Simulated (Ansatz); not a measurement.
# Electron scattering at the Σ5 (310) boundary in fcc Al, starting shift (0.5, 0.5)

Aim: the relaxed structure and the specific resistance of the Σ5 (310) boundary in fcc Al, starting shift (0.5, 0.5).

Main program and level: Ansatz 0.2.0; Ansatz plane-wave DFT, PBE, PAW files; relaxation of a bicrystal slab with its lowest layers held; PAW set soft_1, in the first sound run; inputs show where later runs differ.

## Step 1: The structure

The cell holds 30 atoms: 30 Al. Its edges and angles: a = 6.400 Å, b = 4.048 Å, c = 30.401 Å, α = 90.0°, β = 90.0°, γ = 90.0°. It derives from Al. built on the (3 1 0) plane; 2 overlapping atoms removed and the grains opened by 0.2 Å. Vacuum lies along c.

## Step 2: Relaxing the bicrystal

The boundary is built by mirroring the lower grain in the boundary plane and removing any atoms that overlap. A thin bicrystal slab is relaxed first, with the lowest layers held and the upper grain free to shift and open.

Input file input.yaml:

```yaml
crystal:
  lattice:
    - [6.40040255, 0.0, 0.0]
    - [0.0, 4.04797, 0.0]
    - [0.0, 0.0, 30.40120765]
  atoms:
    - { symbol: Al, position: [0.9, 0.5, 0.1644671507] }
    - { symbol: Al, position: [0.6, 0.0, 0.1855202701] }
    - { symbol: Al, position: [0.3, 0.5, 0.2065733895] }
    - { symbol: Al, position: [0.0, 0.0, 0.2276265089] }
    - { symbol: Al, position: [0.7, 0.5, 0.2486796284] }
    - { symbol: Al, position: [0.4, 0.0, 0.2697327478] }
    - { symbol: Al, position: [0.1, 0.5, 0.2907858672] }
    - { symbol: Al, position: [0.8, 0.0, 0.3118389866] }
    - { symbol: Al, position: [0.5, 0.5, 0.332892106] }
    - { symbol: Al, position: [0.2, 0.0, 0.3539452254] }
    - { symbol: Al, position: [0.9, 0.5, 0.3749983448] }
    - { symbol: Al, position: [0.6, 0.0, 0.3960514643] }
    - { symbol: Al, position: [0.3, 0.5, 0.4171045837] }
    - { symbol: Al, position: [0.0, 0.0, 0.4381577031] }
    - { symbol: Al, position: [0.1, 0.5, 0.4868426279] }
    - { symbol: Al, position: [0.4, 0.0, 0.5078957474] }
    - { symbol: Al, position: [0.7, 0.5, 0.5289488668] }
    - { symbol: Al, position: [0.0, 0.0, 0.5500019862] }
    - { symbol: Al, position: [0.3, 0.5, 0.5710551056] }
    - { symbol: Al, position: [0.6, 0.0, 0.592108225] }
    - { symbol: Al, position: [0.9, 0.5, 0.6131613444] }
    - { symbol: Al, position: [0.2, 0.0, 0.6342144638] }
    - { symbol: Al, position: [0.5, 0.5, 0.6552675833] }
    - { symbol: Al, position: [0.8, 0.0, 0.6763207027] }
    - { symbol: Al, position: [0.1, 0.5, 0.6973738221] }
    - { symbol: Al, position: [0.4, 0.0, 0.7184269415] }
    - { symbol: Al, position: [0.7, 0.5, 0.7394800609] }
    - { symbol: Al, position: [0.0, 0.0, 0.7605331803] }
    - { symbol: Al, position: [0.3, 0.5, 0.7815862997] }
    - { symbol: Al, position: [0.6, 0.0, 0.8026394192] }
kpoints:
  mp_grid: { grid: [4, 6, 1] }
hamiltonian:
  xc: pbe
  pseudopotentials: { kind: paw, azcp: { folder: soft_1 } }
scf:
  occupations: { method: fermi_dirac, width: 0.1 }
relax:
  f_tol: 0.03
  max_steps: 80
  constraints: [{ sites: [0, 1, 2, 3, 4] }]
```

Started as:

```
> ansatz run input.yaml --threads 4 --pin off --max-ram 15360MiB --backend cpu --events-out ev --progress --plain --runs-dir out
```

Numbers of over 12 decimals in the logs are rounded to 6 here.

The log of the run:

```text
Engine: ansatz 0.2.0, aarch64-unknown-linux-gnu
Pseudopotentials: kind: paw
Pseudopotential: Al, paw, valence charge 3, recommended cutoff 420 eV (normal), soft_1/Al.paw.azcp
Functional definition: PBE
  parameter kappa = 0.804
  parameter beta = 0.066725
  exchange = pbe_x(kappa = kappa, mu = beta*pi^2/3)
  correlation = pbe_c(beta = beta)
Crystal: 30 atoms, lattice volume = 787.654 Å³
Basis set: ecut = 420 eV, 15421 PW (Γ), exchange–correlation on 90×60×432 points (8 copies of the dense FFT grid, shifted against one another)
Bands: 75, of which v1, the nominal top of the filled ones, is band 45 counted from 1 (44 counted from 0)
Symmetry: 2 space group operations
Space group: Pm (ITA 6), of the structure as read, at distance tolerance 9.2e-5 Å
k-points: 12 of 24 (time reversal used)
Non-local potential: Al, projectors of the file, l = 0: 2, l = 1: 2, l = 2: 1
PAW form: soft (Blöchl's): semilocal exchange-correlation on the pseudo side does not see the compensation charge
PAW one-centre angular grid: Al, 110 points (default); XC on 64 Gauss nodes
Initial density: superposition of atomic densities (neutral atoms: chi_scale 0, normalization atom)
Initial wavefunctions: pseudopotential atomic-orbital guess
Functional: x = pbe(κ = 0.804, μ = 0.219515), c = pbe(β = 0.066725)
SCF iter   1: F=—  HF=-16123.811153 eV  |F-HF|=—  |Δ(HF+E_count)|=         —  Δρ=2.12e-2  dr2=3.69e1  ethr=3.10e-3  ⟨swp⟩=8.4  Hψ=5267  notcnv=0  defer=30
preconditioner: auto → LDOS  [metal: Δε(μ)=0.009 eV  Ē_g=6.421 eV  σ=0.100 eV  W_gap=0.02  n_scr=90 (ndim 8)  ℏωp=12.6 eV  f_vac=0.237  D(μ)=12.46/eV (n_scr^D=56)  β→1.0]
SCF iter   2: F=—  HF=-16120.601997 eV  |F-HF|=—  |Δ(HF+E_count)|=    3.21e0  Δρ=8.35e-3  dr2=2.51e0  ethr=3.10e-3  ⟨swp⟩=6.1  Hψ=2410  notcnv=0  defer=55
SCF iter   3: F=—  HF=-16120.435297 eV  |F-HF|=—  |Δ(HF+E_count)|=   1.67e-1  Δρ=1.87e-3  dr2=1.20e-1  ethr=2.79e-3  ⟨swp⟩=4.1  Hψ=1704  notcnv=0  defer=50
SCF iter   4: F=—  HF=-16120.414210 eV  |F-HF|=—  |Δ(HF+E_count)|=   2.11e-2  Δρ=4.42e-4  dr2=3.34e-3  ethr=1.34e-4  ⟨swp⟩=2.1  Hψ=1712  notcnv=0  defer=50
SCF iter   5: F=—  HF=-16120.414531 eV  |F-HF|=—  |Δ(HF+E_count)|=   3.21e-4  Δρ=1.14e-4  dr2=4.21e-4  ethr=3.71e-6  ⟨swp⟩=2.2  Hψ=1408  notcnv=0  defer=50
SCF iter   6: F=-16120.414538 eV  HF=-16120.414540 eV  |F-HF|=2.38e-6  |Δ(HF+E_count)|=   9.39e-6  Δρ=1.93e-5  dr2=8.49e-6  ethr=2.50e-8  ⟨swp⟩=4.0  Hψ=3611  notcnv=0
SCF 1 converged in 6 iterations: F = -16120.414538 eV  dr2 = 8.49e-6
  greatest PAW one-centre occupation: 0.505 electrons in one spin orbital (limit 2), on the Al atom at site 0 (counted from 0), in its partial waves of l = 0
relax step   1: F+E_penalty+E_count = -16120.41453797 eV  Δ(F+E_penalty+E_count) = +0.000e0 eV  max|allowed force component| = 1.679e0 eV/Å  Δτ_max = 0.0000 Å  (6 SCF iters, dr2 threshold 2.25e-5 eV, accepted)
Initial density: handed on by an earlier stage of this run
Initial wavefunctions: those handed on with the density
iter 1 solved again at ethr=4.08e-4 eV; its pass at ethr=3.10e-3 eV (dr2=3.68e-1 eV) is discarded
SCF iter   1: F=—  HF=-16120.855568 eV  |F-HF|=—  |Δ(HF+E_count)|=         —  Δρ=2.93e-3  dr2=4.14e-1  ethr=4.08e-4  ⟨swp⟩=2.0  Hψ=3712  notcnv=0  defer=46
eigensolver tolerance schedule calibrated: the retry pair's looser diagonalisation under-reported the residual by θ = 0.11 (0.13/decade); ethr = c·dr2/N_el runs at the constant in force after the calibration composes with the one it found (an armed cap, an earlier calibration), c = 6.1e-2
preconditioner: auto → LDOS  [metal: Δε(μ)=0.020 eV  Ē_g=6.278 eV  σ=0.100 eV  W_gap=0.05  n_scr=90 (ndim 8)  ℏωp=12.6 eV  f_vac=0.249  D(μ)=11.57/eV (n_scr^D=50)  β→1.0]
SCF iter   2: F=—  HF=-16120.802655 eV  |F-HF|=—  |Δ(HF+E_count)|=   5.29e-2  Δρ=1.38e-3  dr2=4.94e-2  ethr=2.80e-4  ⟨swp⟩=2.8  Hψ=1789  notcnv=0  defer=46
SCF iter   3: F=—  HF=-16120.794201 eV  |F-HF|=—  |Δ(HF+E_count)|=   8.45e-3  Δρ=2.85e-4  dr2=3.46e-3  ethr=3.34e-5  ⟨swp⟩=2.3  Hψ=1502  notcnv=0  defer=47
SCF iter   4: F=—  HF=-16120.793690 eV  |F-HF|=—  |Δ(HF+E_count)|=   5.11e-4  Δρ=5.11e-5  dr2=9.42e-5  ethr=2.33e-6  ⟨swp⟩=2.2  Hψ=1422  notcnv=0  defer=47
SCF iter   5: F=-16120.793680 eV  HF=-16120.793680 eV  |F-HF|=2.53e-7  |Δ(HF+E_count)|=   9.62e-6  Δρ=1.36e-5  dr2=2.18e-6  ethr=6.36e-8  ⟨swp⟩=4.3  Hψ=2626  notcnv=0
SCF 2 converged in 5 iterations: F = -16120.793680 eV  dr2 = 2.18e-6
relax step   2: F+E_penalty+E_count = -16120.79367986 eV  Δ(F+E_penalty+E_count) = -3.791e-1 eV  max|allowed force component| = 3.863e-1 eV/Å  Δτ_max = 0.1942 Å  (5 SCF iters, dr2 threshold 1.00e-4 eV, accepted)
SCF iter   1: F=—  HF=-16120.916039 eV  |F-HF|=—  |Δ(HF+E_count)|=         —  Δρ=1.67e-3  dr2=1.00e-1  ethr=2.26e-3  ⟨swp⟩=4.0  Hψ=2357  notcnv=0  defer=50
preconditioner: auto → LDOS  [metal: Δε(μ)=0.003 eV  Ē_g=6.275 eV  σ=0.100 eV  W_gap=0.01  n_scr=90 (ndim 8)  ℏωp=12.6 eV  f_vac=0.251  D(μ)=11.81/eV (n_scr^D=50)  β→1.0]
SCF iter   2: F=—  HF=-16120.900293 eV  |F-HF|=—  |Δ(HF+E_count)|=   1.57e-2  Δρ=6.70e-4  dr2=3.78e-2  ethr=1.11e-4  ⟨swp⟩=2.4  Hψ=1550  notcnv=0  defer=52
SCF iter   3: F=—  HF=-16120.898792 eV  |F-HF|=—  |Δ(HF+E_count)|=   1.50e-3  Δρ=1.32e-4  dr2=2.52e-3  ethr=4.20e-5  ⟨swp⟩=1.3  Hψ=964  notcnv=0  defer=52
SCF iter   4: F=—  HF=-16120.898770 eV  |F-HF|=—  |Δ(HF+E_count)|=   2.25e-5  Δρ=3.36e-5  dr2=1.80e-4  ethr=2.80e-6  ⟨swp⟩=1.7  Hψ=1049  notcnv=0  defer=52
SCF iter   5: F=—  HF=-16120.898774 eV  |F-HF|=—  |Δ(HF+E_count)|=   3.80e-6  Δρ=1.28e-5  dr2=1.35e-5  ethr=2.00e-7  ⟨swp⟩=2.0  Hψ=1174  notcnv=0  defer=52
SCF iter   6: F=-16120.898773 eV  HF=-16120.898773 eV  |F-HF|=1.10e-7  |Δ(HF+E_count)|=   1.17e-6  Δρ=2.67e-6  dr2=1.78e-7  ethr=1.04e-8  ⟨swp⟩=4.0  Hψ=2599  notcnv=0
SCF 3 converged in 6 iterations: F = -16120.898773 eV  dr2 = 1.78e-7
relax step   3: F+E_penalty+E_count = -16120.89877251 eV  Δ(F+E_penalty+E_count) = -1.051e-1 eV  max|allowed force component| = 2.112e-1 eV/Å  Δτ_max = 0.1948 Å  (6 SCF iters, dr2 threshold 9.32e-6 eV, accepted)
[...]
relax step   4: F+E_penalty+E_count = -16120.94778435 eV  Δ(F+E_penalty+E_count) = -4.901e-2 eV  max|allowed force component| = 3.378e-2 eV/Å  Δτ_max = 0.2000 Å  (5 SCF iters, dr2 threshold 2.79e-6 eV, accepted)
[...]
relax step   5: F+E_penalty+E_count = -16120.96126428 eV  Δ(F+E_penalty+E_count) = -1.348e-2 eV  max|allowed force component| = 3.495e-2 eV/Å  Δτ_max = 0.1163 Å  (6 SCF iters, accepted)
SCF iter   1: F=—  HF=-16120.973453 eV  |F-HF|=—  |Δ(HF+E_count)|=         —  Δρ=1.53e-3  dr2=2.24e-1  ethr=1.83e-3  ⟨swp⟩=4.0  Hψ=2267  notcnv=0  defer=52
preconditioner: auto → LDOS  [metal: Δε(μ)=0.010 eV  Ē_g=6.329 eV  σ=0.100 eV  W_gap=0.03  n_scr=90 (ndim 8)  ℏωp=12.6 eV  f_vac=0.260  D(μ)=12.12/eV (n_scr^D=52)  β→1.0]
SCF iter   2: F=—  HF=-16120.966442 eV  |F-HF|=—  |Δ(HF+E_count)|=   7.01e-3  Δρ=2.70e-4  dr2=1.53e-2  ethr=2.49e-4  ⟨swp⟩=1.2  Hψ=1049  notcnv=0  defer=52
SCF iter   3: F=—  HF=-16120.965093 eV  |F-HF|=—  |Δ(HF+E_count)|=   1.35e-3  Δρ=6.25e-5  dr2=2.39e-4  ethr=1.70e-5  ⟨swp⟩=2.0  Hψ=1255  notcnv=0  defer=52
SCF iter   4: F=—  HF=-16120.965106 eV  |F-HF|=—  |Δ(HF+E_count)|=   1.24e-5  Δρ=1.78e-5  dr2=8.12e-6  ethr=2.65e-7  ⟨swp⟩=2.7  Hψ=1423  notcnv=0  defer=52
SCF iter   5: F=—  HF=-16120.965004 eV  |F-HF|=—  |Δ(HF+E_count)|=   1.02e-4  Δρ=4.59e-6  dr2=5.57e-7  ethr=9.02e-9  ⟨swp⟩=2.2  Hψ=1503  notcnv=0  defer=52
SCF iter   6: F=-16120.965004 eV  HF=-16120.965004 eV  |F-HF|=7.97e-9  |Δ(HF+E_count)|=   4.52e-8  Δρ=1.19e-6  dr2=3.14e-8  ethr=1.11e-10  ⟨swp⟩=5.2  Hψ=3128  notcnv=0
SCF 6 converged in 6 iterations: F = -16120.965004 eV  dr2 = 3.14e-8
relax step   6: F+E_penalty+E_count = -16120.96500390 eV  Δ(F+E_penalty+E_count) = -3.740e-3 eV  max|allowed force component| = 1.535e-2 eV/Å  Δτ_max = 0.0770 Å  (6 SCF iters, accepted)
SCF converged after 6 iterations
Free energy (F): -16120.965004 eV
Harris-Foulkes:  -16120.965004 eV  (|F-HF|=7.97e-9)
Internal energy: -16120.567868 eV  (E = F + TS)
E sigma→0 (E₀):  -16120.766436 eV
Entropy (-TS):   -0.397136 eV (-13.238 meV/atom)
Fermi energy:    3.457236 eV
--- Per-component energies (eV) ---
  E_band       = -64.679324
  E_kinetic    = 649.724575
  E_local      = -16297.104288  (includes V_loc(G=0)·N_el)
  E_nonlocal   = 302.911615
  E_hartree    = 8119.899524
  E_xc         = -1116.055760
  E_vxc        = -855.438340  (∫ρ·V_xc dr)
  E_paw        = -14081.615375  (= ΣΔE_a)
  E_vpaw       = -104.573759  (= ΣTr[D̂ρ^β])
  E_aug_tail   = -0.000059  (compensation charges beyond the density's cutoff)
  E_ewald      = 6301.671900
  E_smearing   = -0.397136  (= −TS)
  E_closure    = -0.000000  (closes the sum)
  Σ components = -16120.965004   (vs F -16120.965004, Δ=0.00e0)
--- Forces (eV/Å), atoms counted from 1 ---
  atom   1  Al    -0.07854276     0.00000000     0.31328054
  atom   2  Al     0.08887187     0.00000000    -0.08876508
  atom   3  Al    -0.09475864     0.00000000    -0.21685752
  atom   4  Al     0.03510707     0.00000000    -0.03261961
  atom   5  Al     0.08774616     0.00000000     0.04034450
  atom   6  Al    -0.00100817     0.00000000    -0.00957118
  atom   7  Al    -0.00197504     0.00000000    -0.01422623
  atom   8  Al    -0.00333424     0.00000000    -0.01445247
  atom   9  Al     0.00598073     0.00000000    -0.00948008
  atom  10  Al    -0.00581802     0.00000000    -0.01285223
  atom  11  Al    -0.01303693     0.00000000    -0.00482301
  atom  12  Al     0.01036114     0.00000000     0.01535024
  atom  13  Al     0.00006976     0.00000000     0.00847576
  atom  14  Al    -0.00083369     0.00000000     0.00460073
  atom  15  Al    -0.00947838     0.00000000     0.01277474
  atom  16  Al    -0.00729750     0.00000000     0.01444758
  atom  17  Al     0.01046176     0.00000000    -0.00597225
  atom  18  Al     0.00118481     0.00000000     0.00034185
  atom  19  Al    -0.00061884     0.00000000     0.00389614
  atom  20  Al    -0.00471847     0.00000000     0.01068363
  atom  21  Al    -0.00349109     0.00000000     0.00131353
  atom  22  Al    -0.00075051     0.00000000     0.00492367
  atom  23  Al     0.00130770     0.00000000    -0.00599462
  atom  24  Al    -0.00075752     0.00000000    -0.00280376
  atom  25  Al    -0.00582731     0.00000000    -0.00625056
  atom  26  Al    -0.00287860     0.00000000    -0.00614804
  atom  27  Al     0.00145071     0.00000000    -0.00063972
  atom  28  Al    -0.00277535     0.00000000    -0.00269759
  atom  29  Al    -0.00402373     0.00000000     0.00182651
  atom  30  Al    -0.00058273     0.00000000     0.00192596
  max |Σ_I F_I| component: 3.42e-5 eV/Å
--- Relaxed structure (6 steps of the walk, 6 accepted, 0 SCFs on fresh bases) ---
  F+E_penalty+E_count = -16120.96500390 eV   max|allowed force component| = 1.535e-2 eV/Å
  atoms:
    - { symbol: Al, position: [0.9, 0.500000, 0.164467] }
    - { symbol: Al, position: [0.6, 0.0, 0.185520] }
    - { symbol: Al, position: [0.3, 0.500000, 0.206573] }
    - { symbol: Al, position: [0.0, 0.0, 0.227627] }
    - { symbol: Al, position: [0.7, 0.500000, 0.2486796284] }
    - { symbol: Al, position: [0.404274, 0.0, 0.269589] }
    - { symbol: Al, position: [0.105895, 0.500000, 0.291117] }
    - { symbol: Al, position: [0.811093, 0.0, 0.312094] }
    - { symbol: Al, position: [0.515695, 0.500000, 0.334092] }
    - { symbol: Al, position: [0.216282, 0.0, 0.354493] }
    - { symbol: Al, position: [0.911627, 0.500000, 0.375994] }
    - { symbol: Al, position: [0.614565, 0.0, 0.399427] }
    - { symbol: Al, position: [0.331669, 0.500000, 0.417518] }
    - { symbol: Al, position: [0.00214513, 0.0, 0.434889] }
    - { symbol: Al, position: [0.092499, 0.500000, 0.487829] }
    - { symbol: Al, position: [0.408006, 0.0, 0.485363] }
    - { symbol: Al, position: [0.685673, 0.500000, 0.511688] }
    - { symbol: Al, position: [-0.00738266, 0.0, 0.540866] }
    - { symbol: Al, position: [0.306081, 0.500000, 0.562010] }
    - { symbol: Al, position: [0.595334, 0.0, 0.577889] }
    - { symbol: Al, position: [0.892584, 0.500000, 0.602510] }
    - { symbol: Al, position: [0.196895, 0.0, 0.623706] }
    - { symbol: Al, position: [0.497605, 0.500000, 0.645226] }
    - { symbol: Al, position: [0.793344, 0.0, 0.666399] }
    - { symbol: Al, position: [0.089095, 0.500000, 0.688777] }
    - { symbol: Al, position: [0.388003, 0.0, 0.707115] }
    - { symbol: Al, position: [0.689858, 0.500000, 0.729480] }
    - { symbol: Al, position: [-0.015559, 0.0, 0.754505] }
    - { symbol: Al, position: [0.289025, 0.500000, 0.772231] }
    - { symbol: Al, position: [0.577458, 0.0, 0.788973] }
```

Elapsed: 83 s, on 4 threads of Arm Neoverse V1, shared host; peak memory 1.6 GiB; 5.4 min of CPU time.

The steps of the relaxation:

| step | energy less that of the first step (eV) | largest force component (eV/Å) |
| --- | --- | --- |
| 1 | 0.0000 | 1.6787 |
| 2 | -0.3791 | 0.3863 |
| 3 | -0.4842 | 0.2112 |
| 4 | -0.5332 | 0.0338 |
| 5 | -0.5467 | 0.0350 |
| 6 | -0.5505 | 0.0154 |

Forces are held to the 2 operations that the run works with; a distortion that breaks them can't arise in this run.

The atoms that moved most (Å):

| atom | dx | dy | dz | length |
| --- | --- | --- | --- | --- |
| Al16 | 0.051 | 0.000 | -0.685 | 0.687 |
| Al17 | -0.092 | 0.000 | -0.525 | 0.533 |
| Al30 | -0.144 | 0.000 | -0.415 | 0.440 |
| Al20 | -0.030 | 0.000 | -0.432 | 0.433 |
| Al26 | -0.077 | 0.000 | -0.344 | 0.352 |
| Al21 | -0.047 | 0.000 | -0.324 | 0.327 |
| Al22 | -0.020 | 0.000 | -0.319 | 0.320 |
| Al27 | -0.065 | 0.000 | -0.304 | 0.311 |

This step gave:

```
free energy             : -16120.9650 eV
energy at zero smearing : -16120.7664 eV
Fermi energy            : 3.457 eV
```

The largest force component on a free atom ends at 0.015 eV/Å, under the tolerance of 0.03, after 6 steps.

[end of part 1 of 3]

[Logs are printed without paths, hosts, clocks, repeated set-up lines and the standing remarks that a program may print on its own settings, such as how far it seeks lower states.]

[Hosts, paths, dates, database ids (printed as entryN), source tags and the programs' standing remarks are cut or masked in the printed files.]
